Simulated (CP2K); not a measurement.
Consider phosphorus trifluoride at its PBE geometry (Å).

```xyz
4

F    -0.8895   -1.0781   -0.1737
P     0.0064    0.0002    0.5873
F     1.3717   -0.2084   -0.2070
F    -0.4886    1.2864   -0.2067
```

Method: CP2K XAS_TDP, all-electron GAPW, PBEh(45%), aug-cc-pVTZ, TDA, GW2X-corrected core level, no relativity.

Q: Predict the bright core excitations at the F K edge.

Leading lines: F1 686.57 eV. The leading line of an atom is its first one with 35 % of the strongest within 2.5 eV of its lowest line over the strength cut. Core ionisation energies at this level: F1 690.55 eV.

The first six lines of each atom with a strength over 0.0015:

```csv
atom,energy (eV),states,"strength, one atom",above the computed threshold
"F1 (bonded to P), 3 alike",686.57,1,0.0186,
,686.95,1,0.0107,
,688.93,1,0.0086,
,689.16,1,0.0093,
,690.28,1,0.0036,
,691.05,1,0.0038,yes
```

Lines are vertical, at one geometry, with no vibrational structure. GW2X ionisation energies and lines can be off by 1 to 2 eV either way, and a good line position may hide errors that cancel. These values hold no scalar relativity, about 0.7 eV for F 1s. Rydberg lines, and the discretised continuum above threshold, depend on the basis and the box.

[Banner, clock and machine lines of the logs are left out without a mark of their own.]

[Logs are printed without paths, hosts, clocks, repeated set-up lines and the standing remarks that a program may print on its own settings, such as how far it seeks lower states.]

[Hosts, paths, dates, database ids (printed as entryN), source tags and the programs' standing remarks are cut or masked in the printed files.]
